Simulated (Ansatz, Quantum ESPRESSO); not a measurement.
# Complex bands of BP, zinc blende type, lattice constant set to 4.481 Å, part 2 of 4

Aim: how fast states decay in the gap of BP, zinc blende type, lattice constant set to 4.481 Å.

Quantum ESPRESSO 7.5; plane-wave DFT, LDA, GBRV ultrasoft pseudopotentials; cross-check by Ansatz 0.2.0 with PAW datasets.

So far. Step 2 (Ground state): The run needed 9 iterations to bring the estimated error under 1e-09 Ry.

### 3. Complex bands with pwcond.x

Level of this step: complex band structure by pwcond; plane-wave DFT, LDA, GBRV ultrasoft pseudopotentials (Quantum ESPRESSO).

ikind = 0 solves one period of the crystal for all kz, real and complex, at each energy and k across. ewind and epsproj trim the two-dimensional plane-wave basis; nz1 sets the subslabs.

cbs.in

```
&inputcond
  outdir = './out'
  prefixl = 'scf'
  band_file = 'cbs'
  ikind = 0
  ewind = 4.0
  epsproj = 1e-05
  nz1 = 7
  energy0 = 4.93
  denergy = -0.17
/
4
  0.00000000 0.00000000 1.00000000
  0.50000000 0.00000000 1.00000000
  0.50000000 0.50000000 1.00000000
  0.25000000 0.00000000 1.00000000
42
```

Started as:

```bash
> OMP_NUM_THREADS=1 mpirun -n 2 pwcond.x -in cbs.in > cbs.out
```

Log:

```text
[banner, memory and clock lines left out]
Program PWCOND v.7.5 starts

          URL

     ./out/scf.save/

     IMPORTANT: XC functional enforced from input :
     Exchange-correlation= PZ
                           (   1   1   0   0   0   0   0)
     Any further DFT definition will be discarded
     Please, verify this is what you really want

     Reading collected, re-writing distributed wavefunctions

===== INPUT FILE containing the left lead =====

     GEOMETRY:

     lattice parameter (alat)  =       5.9877  a.u.
     the volume                =     303.5928 (a.u.)^3
     the cross section         =      35.8523 (a.u.)^2
     l of the unit cell        =       1.4142 (alat)
     number of atoms/cell      =            4
     number of atomic types    =            2

     crystal axes: (cart. coord. in units of alat)
               a(1) = (  1.0000  0.0000  0.0000 )
               a(2) = (  0.0000  1.0000  0.0000 )
               a(3) = (  0.0000  0.0000  1.4142 )

   Cartesian axes

     site n.     atom                  positions (alat units)
          1        B      tau(  1)=(  0.0000  0.0000  1.4142  )
          2        P      tau(  2)=(  0.5000  0.0000  0.3536  )
          3        B      tau(  3)=(  0.5000  0.5000  0.7071  )
          4        P      tau(  4)=(  0.0000  0.5000  1.0607  )

     nr1s                      =           25
     nr2s                      =           25
     nr3s                      =           36
     nr1sx                     =           25
     nr2sx                     =           25
     nr3sx                     =           36
     nr1                       =           27
     nr2                       =           27
     nr3                       =           40
     nr1x                      =           27
     nr2x                      =           27
     nr3x                      =           40

 _______________________________
  Radii of nonlocal spheres:

     type       ibeta     ang. mom.          radius (alat units)
       B          1         0                    0.2089
       B          2         0                    0.2089
       B          3         1                    0.2089
       B          4         1                    0.2089
       P          1         0                    0.2513
       P          2         0                    0.2513
       P          3         1                    0.2513
       P          4         1                    0.2513
       P          5         2                    0.2513
       P          6         2                    0.2513
----- General information -----

----- Complex band structure calculation -----

     nrx                       =           25
     nry                       =           25
     nz1                       =            7

     energy0               =         4.9E+00
     denergy               =        -1.7E-01
     nenergy               =         42
     ecut2d                =         4.0E+01
     ewind                 =         4.0E+00
     epsproj               =         1.0E-05

     number of k_|| points=    4
                       cryst. coord.
        k(    1) = (   0.0000000   0.0000000), wk =   0.2500000
        k(    2) = (   0.5000000   0.0000000), wk =   0.2500000
        k(    3) = (   0.5000000   0.5000000), wk =   0.2500000
        k(    4) = (   0.2500000   0.0000000), wk =   0.2500000
----- Information about left lead -----

     nocros                   =            8
     noins                    =           44
     norb                     =           60
     norbf                    =           60
     nrz                      =           36

      iorb      type   ibeta   ang. mom.   m       position (alat)
        1        1       1        0        1   taunew(   1)=(  0.0000  0.0000  0.0000)
        2        1       2        0        1   taunew(   2)=(  0.0000  0.0000  0.0000)
        3        1       3        1        1   taunew(   3)=(  0.0000  0.0000  0.0000)
        4        1       3        1        2   taunew(   4)=(  0.0000  0.0000  0.0000)
        5        1       3        1        3   taunew(   5)=(  0.0000  0.0000  0.0000)
        6        1       4        1        1   taunew(   6)=(  0.0000  0.0000  0.0000)
        7        1       4        1        2   taunew(   7)=(  0.0000  0.0000  0.0000)
        8        1       4        1        3   taunew(   8)=(  0.0000  0.0000  0.0000)
        9        2       1        0        1   taunew(   9)=(  0.5000  0.0000  0.3536)
       10        2       2        0        1   taunew(  10)=(  0.5000  0.0000  0.3536)
       11        2       3        1        1   taunew(  11)=(  0.5000  0.0000  0.3536)
       12        2       3        1        2   taunew(  12)=(  0.5000  0.0000  0.3536)
       13        2       3        1        3   taunew(  13)=(  0.5000  0.0000  0.3536)
       14        2       4        1        1   taunew(  14)=(  0.5000  0.0000  0.3536)
       15        2       4        1        2   taunew(  15)=(  0.5000  0.0000  0.3536)
       16        2       4        1        3   taunew(  16)=(  0.5000  0.0000  0.3536)
       17        2       5        2        1   taunew(  17)=(  0.5000  0.0000  0.3536)
       18        2       5        2        2   taunew(  18)=(  0.5000  0.0000  0.3536)
       19        2       5        2        3   taunew(  19)=(  0.5000  0.0000  0.3536)
       20        2       5        2        4   taunew(  20)=(  0.5000  0.0000  0.3536)
       21        2       5        2        5   taunew(  21)=(  0.5000  0.0000  0.3536)
       22        2       6        2        1   taunew(  22)=(  0.5000  0.0000  0.3536)
       23        2       6        2        2   taunew(  23)=(  0.5000  0.0000  0.3536)
       24        2       6        2        3   taunew(  24)=(  0.5000  0.0000  0.3536)
       25        2       6        2        4   taunew(  25)=(  0.5000  0.0000  0.3536)
       26        2       6        2        5   taunew(  26)=(  0.5000  0.0000  0.3536)
       27        1       1        0        1   taunew(  27)=(  0.5000  0.5000  0.7071)
       28        1       2        0        1   taunew(  28)=(  0.5000  0.5000  0.7071)
       29        1       3        1        1   taunew(  29)=(  0.5000  0.5000  0.7071)
       30        1       3        1        2   taunew(  30)=(  0.5000  0.5000  0.7071)
       31        1       3        1        3   taunew(  31)=(  0.5000  0.5000  0.7071)
       32        1       4        1        1   taunew(  32)=(  0.5000  0.5000  0.7071)
       33        1       4        1        2   taunew(  33)=(  0.5000  0.5000  0.7071)
       34        1       4        1        3   taunew(  34)=(  0.5000  0.5000  0.7071)
       35        2       1        0        1   taunew(  35)=(  0.0000  0.5000  1.0607)
       36        2       2        0        1   taunew(  36)=(  0.0000  0.5000  1.0607)
       37        2       3        1        1   taunew(  37)=(  0.0000  0.5000  1.0607)
       38        2       3        1        2   taunew(  38)=(  0.0000  0.5000  1.0607)
       39        2       3        1        3   taunew(  39)=(  0.0000  0.5000  1.0607)
       40        2       4        1        1   taunew(  40)=(  0.0000  0.5000  1.0607)
       41        2       4        1        2   taunew(  41)=(  0.0000  0.5000  1.0607)
       42        2       4        1        3   taunew(  42)=(  0.0000  0.5000  1.0607)
       43        2       5        2        1   taunew(  43)=(  0.0000  0.5000  1.0607)
       44        2       5        2        2   taunew(  44)=(  0.0000  0.5000  1.0607)
       45        2       5        2        3   taunew(  45)=(  0.0000  0.5000  1.0607)
       46        2       5        2        4   taunew(  46)=(  0.0000  0.5000  1.0607)
       47        2       5        2        5   taunew(  47)=(  0.0000  0.5000  1.0607)
       48        2       6        2        1   taunew(  48)=(  0.0000  0.5000  1.0607)
       49        2       6        2        2   taunew(  49)=(  0.0000  0.5000  1.0607)
       50        2       6        2        3   taunew(  50)=(  0.0000  0.5000  1.0607)
       51        2       6        2        4   taunew(  51)=(  0.0000  0.5000  1.0607)
       52        2       6        2        5   taunew(  52)=(  0.0000  0.5000  1.0607)
       53        1       1        0        1   taunew(  53)=(  0.0000  0.0000  1.4142)
       54        1       2        0        1   taunew(  54)=(  0.0000  0.0000  1.4142)
       55        1       3        1        1   taunew(  55)=(  0.0000  0.0000  1.4142)
       56        1       3        1        2   taunew(  56)=(  0.0000  0.0000  1.4142)
       57        1       3        1        3   taunew(  57)=(  0.0000  0.0000  1.4142)
       58        1       4        1        1   taunew(  58)=(  0.0000  0.0000  1.4142)
       59        1       4        1        2   taunew(  59)=(  0.0000  0.0000  1.4142)
       60        1       4        1        3   taunew(  60)=(  0.0000  0.0000  1.4142)
    k slab    z(k)  z(k+1)     crossing(iorb=1,norb)
    1   0.0000 0.0393 0.0393   111111110000000000000000000000000000000000000000000000000000
    2   0.0393 0.0786 0.0393   111111110000000000000000000000000000000000000000000000000000
    3   0.0786 0.1179 0.0393   111111111111111111111111110000000000000000000000000000000000
    4   0.1179 0.1571 0.0393   111111111111111111111111110000000000000000000000000000000000
    5   0.1571 0.1964 0.0393   111111111111111111111111110000000000000000000000000000000000
    6   0.1964 0.2357 0.0393   111111111111111111111111110000000000000000000000000000000000
    7   0.2357 0.2750 0.0393   000000001111111111111111110000000000000000000000000000000000
    8   0.2750 0.3143 0.0393   000000001111111111111111110000000000000000000000000000000000
    9   0.3143 0.3536 0.0393   000000001111111111111111110000000000000000000000000000000000
   10   0.3536 0.3928 0.0393   000000001111111111111111110000000000000000000000000000000000
   11   0.3928 0.4321 0.0393   000000001111111111111111110000000000000000000000000000000000
   12   0.4321 0.4714 0.0393   000000001111111111111111110000000000000000000000000000000000
   13   0.4714 0.5107 0.0393   000000001111111111111111111111111100000000000000000000000000
   14   0.5107 0.5500 0.0393   000000001111111111111111111111111100000000000000000000000000
   15   0.5500 0.5893 0.0393   000000001111111111111111111111111100000000000000000000000000
   16   0.5893 0.6285 0.0393   000000001111111111111111111111111100000000000000000000000000
   17   0.6285 0.6678 0.0393   000000000000000000000000001111111100000000000000000000000000
   18   0.6678 0.7071 0.0393   000000000000000000000000001111111100000000000000000000000000
   19   0.7071 0.7464 0.0393   000000000000000000000000001111111100000000000000000000000000
   20   0.7464 0.7857 0.0393   000000000000000000000000001111111100000000000000000000000000
   21   0.7857 0.8250 0.0393   000000000000000000000000001111111111111111111111111100000000
   22   0.8250 0.8642 0.0393   000000000000000000000000001111111111111111111111111100000000
   23   0.8642 0.9035 0.0393   000000000000000000000000001111111111111111111111111100000000
   24   0.9035 0.9428 0.0393   000000000000000000000000001111111111111111111111111100000000
   25   0.9428 0.9821 0.0393   000000000000000000000000000000000011111111111111111100000000
   26   0.9821 1.0214 0.0393   000000000000000000000000000000000011111111111111111100000000
   27   1.0214 1.0607 0.0393   000000000000000000000000000000000011111111111111111100000000
   28   1.0607 1.0999 0.0393   000000000000000000000000000000000011111111111111111100000000
   29   1.0999 1.1392 0.0393   000000000000000000000000000000000011111111111111111100000000
   30   1.1392 1.1785 0.0393   000000000000000000000000000000000011111111111111111100000000
   31   1.1785 1.2178 0.0393   000000000000000000000000000000000011111111111111111111111111
   32   1.2178 1.2571 0.0393   000000000000000000000000000000000011111111111111111111111111
   33   1.2571 1.2964 0.0393   000000000000000000000000000000000011111111111111111111111111
   34   1.2964 1.3356 0.0393   000000000000000000000000000000000011111111111111111111111111
   35   1.3356 1.3749 0.0393   000000000000000000000000000000000000000000000000000011111111
   36   1.3749 1.4142 0.0393   000000000000000000000000000000000000000000000000000011111111
 ngper, shell number =          113          19
 ngper, n2d =          113          96
---  E-Ef =    4.9300000  k =    0.0000000   0.0000000
---  ie =          1  ik =          1
 Nchannels of the left tip =            3
 Right moving states:
   k1(2pi/a)   k2(2pi/a)   E-Ef (eV)
   0.2364203  -0.0000000   4.9300000
   0.2364203  -0.0000000   4.9300000
  -0.4959215   0.0000000   4.9300000
 Left moving states:
   k1(2pi/a)   k2(2pi/a)   E-Ef (eV)
  -0.2364194   0.0000000   4.9300000
  -0.2364194   0.0000000   4.9300000
   0.4959223   0.0000000   4.9300000

---  E-Ef =    4.7600000  k =    0.0000000   0.0000000
---  ie =          2  ik =          1
 Nchannels of the left tip =            3
 Right moving states:
   k1(2pi/a)   k2(2pi/a)   E-Ef (eV)
   0.2192322  -0.0000000   4.7600000
   0.2192322  -0.0000000   4.7600000
   0.4894856   0.0000000   4.7600000
 Left moving states:
   k1(2pi/a)   k2(2pi/a)   E-Ef (eV)
  -0.2192313   0.0000000   4.7600000
  -0.2192313   0.0000000   4.7600000
  -0.4894847   0.0000000   4.7600000
[... further energies and points left out ...]
---  E-Ef =   -1.8700000  k =    0.2500000   0.0000000
---  ie =         41  ik =          4
 Nchannels of the left tip =            3
 Right moving states:
   k1(2pi/a)   k2(2pi/a)   E-Ef (eV)
   0.0948553   0.0000000  -1.8700000
  -0.3960318  -0.0000000  -1.8700000
  -0.4458171  -0.0000000  -1.8700000
 Left moving states:
   k1(2pi/a)   k2(2pi/a)   E-Ef (eV)
  -0.0948552   0.0000000  -1.8700000
   0.3960321   0.0000000  -1.8700000
   0.4458200  -0.0000000  -1.8700000

---  E-Ef =   -2.0400000  k =    0.2500000   0.0000000
---  ie =         42  ik =          4
 Nchannels of the left tip =            3
 Right moving states:
   k1(2pi/a)   k2(2pi/a)   E-Ef (eV)
   0.0700669   0.0000000  -2.0400000
  -0.4302634  -0.0000000  -2.0400000
  -0.4666872  -0.0000000  -2.0400000
 Left moving states:
   k1(2pi/a)   k2(2pi/a)   E-Ef (eV)
  -0.0700668   0.0000000  -2.0400000
   0.4302637   0.0000000  -2.0400000
   0.4666900  -0.0000000  -2.0400000

Note: The following floating-point exceptions are signalling: IEEE_UNDERFLOW_FLAG IEEE_DENORMAL
Note: The following floating-point exceptions are signalling: IEEE_UNDERFLOW_FLAG IEEE_DENORMAL
```

The job ended after 44 s (2 MPI ranks of Intel Xeon 6975P-C (Granite Rapids), shared host; peak memory 0.13 GiB; 87 s of CPU time).

Numbers from this step:

| Item | Value |
| --- | --- |
| peak of the smallest κ at the zone centre | 0.199 Å⁻¹ |
| energy of the peak at the zone centre | 0.85 eV |
| peak of the smallest κ at (1/2, 0) | 0.313 Å⁻¹ |
| peak of the smallest κ at (1/4, 0) | 0.314 Å⁻¹ |

K across = (0, 0) in the cell's reciprocal vectors; values within 0.0025 1/Å of each other count once, columns are sorted by size at each energy, a dash where no further value was kept. Table of Im kz of the slowest decaying states by energy, zero at the highest filled level of the SCF mesh:

```csv
energy (eV),decay 1 (Å⁻¹),decay 2 (Å⁻¹),decay 3 (Å⁻¹)
-2.04,0.968,1.98,1.99
-1.70,0.915,1.95,1.97
-1.36,0.858,1.93,1.94
-1.02,0.799,1.91,1.92
-0.68,0.734,1.88,1.90
-0.34,0.663,1.86,1.87
0.00,0.006,0.013,0.583
0.34,0.14,0.178,0.49
0.68,0.185,0.246,0.374
1.02,0.191,0.209,0.295
1.36,0.078,0.221,0.334
1.53,0.224,0.35,1.72
1.87,0.222,0.379,1.69
2.21,0.212,0.403,1.67
2.55,0.192,0.424,1.64
2.89,0.159,0.441,1.61
3.23,0.102,0.457,1.58
3.57,0.136,0.471,1.56
3.91,0.236,0.483,1.53
4.25,0.287,0.495,1.50
4.59,0.317,0.505,1.47
4.93,0.334,0.514,1.43
```

K across = (0, 0) in the cell's reciprocal vectors. Table of Re kz of states that move upwards by energy, zero at the highest filled level of the SCF mesh:

```csv
energy (eV),channel 1 (Å⁻¹),channel 2 (Å⁻¹),channel 3 (Å⁻¹)
-2.04,-0.520,-0.520,-0.489
-1.87,-0.484,-0.484,-0.465
-1.53,-0.414,-0.414,-0.414
-1.36,-0.387,-0.379,-0.379
-1.02,-0.330,-0.310,-0.310
-0.85,-0.298,-0.275,-0.275
-0.68,-0.264,-0.239,-0.239
-0.34,-0.183,-0.159,-0.159
-0.17,-0.128,-0.109,-0.109
0.00,-,-,-
0.17,-,-,-
0.34,-,-,-
0.68,-,-,-
0.85,-,-,-
1.02,-,-,-
1.36,0.510,-,-
1.53,0.0337,0.603,-
1.87,-0.654,0.183,-
2.04,-0.592,0.232,-
2.21,-0.533,0.276,-
2.55,-0.421,0.351,-
2.72,-0.366,0.384,-
3.06,-0.247,0.446,-
3.23,-0.176,0.474,-
3.57,0.0871,0.0871,0.527
3.74,0.133,0.133,0.552
3.91,0.169,0.169,0.576
4.25,0.230,0.230,0.622
4.42,0.257,0.257,0.644
4.76,0.307,0.307,0.686
4.93,-0.695,0.332,0.332
```

K across = (1/2, 0) in the cell's reciprocal vectors; values within 0.0025 1/Å of each other count once, columns are sorted by size at each energy, a dash where no further value was kept. Im kz of the slowest decaying states against energy, zero at the highest filled level of the SCF mesh:

```
energy (eV)  decay 1 (Å⁻¹)  decay 2 (Å⁻¹)  decay 3 (Å⁻¹)
      -2.04          0.239           1.38           2.33
      -1.87           1.36           2.32              -
      -1.53          0.127          0.417           1.32
      -1.36          0.161           0.49           1.30
      -1.02          0.208           0.57           1.26
      -0.85          0.225          0.595           1.24
      -0.68          0.241          0.612           1.22
      -0.34          0.265          0.635           1.17
      -0.17          0.275          0.641           1.15
       0.00          0.284          0.645           1.12
       0.17          0.291          0.647           1.10
       0.34          0.298          0.647           1.08
       0.68          0.307          0.643           1.03
       0.85           0.31          0.638           1.00
       1.02          0.312          0.633          0.975
       1.36          0.313          0.618           0.92
       1.53          0.312          0.609          0.891
       1.87          0.308          0.587          0.829
       2.04          0.304          0.575          0.797
       2.21          0.299          0.561          0.762
       2.55          0.284          0.531          0.688
       2.72          0.275          0.514          0.647
       3.06           0.25          0.475          0.552
       3.23          0.234          0.453          0.495
       3.57           0.19          0.343          0.403
       3.74          0.156          0.215              -
       3.91          0.099          0.342           1.91
       4.25          0.125          0.262           1.88
       4.42          0.158          0.207           1.87
       4.76          0.247           1.84           2.63
       4.93          0.306           1.83           2.63
```

K across = (1/2, 1/2) in the cell's reciprocal vectors; values within 0.0025 1/Å of each other count once, columns are sorted by size at each energy, a dash where no further value was kept. Table of Im kz of the slowest decaying states by energy, zero at the highest filled level of the SCF mesh:

```
energy (eV)  decay 1 (Å⁻¹)  decay 2 (Å⁻¹)  decay 3 (Å⁻¹)
      -2.04          0.322           2.25           2.43
      -1.87          0.323           2.24           2.42
      -1.53          0.323           2.22           2.40
      -1.36           0.32           2.21           2.39
      -1.02          0.312           2.19           2.38
      -0.85          0.306           2.18           2.37
      -0.68          0.299          0.302           2.17
      -0.34           0.28          0.287           2.15
      -0.17          0.269          0.277           2.13
       0.00          0.256          0.267           2.12
       0.17          0.241          0.255           2.11
       0.34          0.224          0.241           2.10
       0.68          0.181          0.208           2.08
       0.85          0.152          0.188           2.07
       1.02          0.115          0.164           2.06
       1.36          0.093           2.03           2.25
       1.53           2.02           2.24           2.37
       1.87           2.00           2.22           2.35
       2.04           1.98           2.21           2.33
       2.21           1.97           2.20           2.32
       2.55           1.95           2.18            2.3
       2.72           1.94           2.17           2.29
       3.06           1.91           2.15           2.26
       3.23           1.90           2.13           2.25
       3.57           1.87           2.11           2.23
       3.74           1.86           2.10           2.22
       3.91           1.85           2.09           2.21
       4.25           1.82           2.07           2.18
       4.42           1.81           2.06           2.17
       4.76           1.78           2.04           2.14
       4.93           1.76           2.03           2.13
```

(Continued in part 3 of 4.)

[Logs are printed without paths, hosts, clocks, repeated set-up lines and the standing remarks that a program may print on its own settings, such as how far it seeks lower states.]

[Hosts, paths, dates, database ids (printed as entryN), source tags and the programs' standing remarks are cut or masked in the printed files.]

[Maps of the electrostatic potential energy from Ansatz leave out the sawtooth potential of an applied field or a dipole correction, so their vacuum need not be flat; planar profiles and work functions include it.]
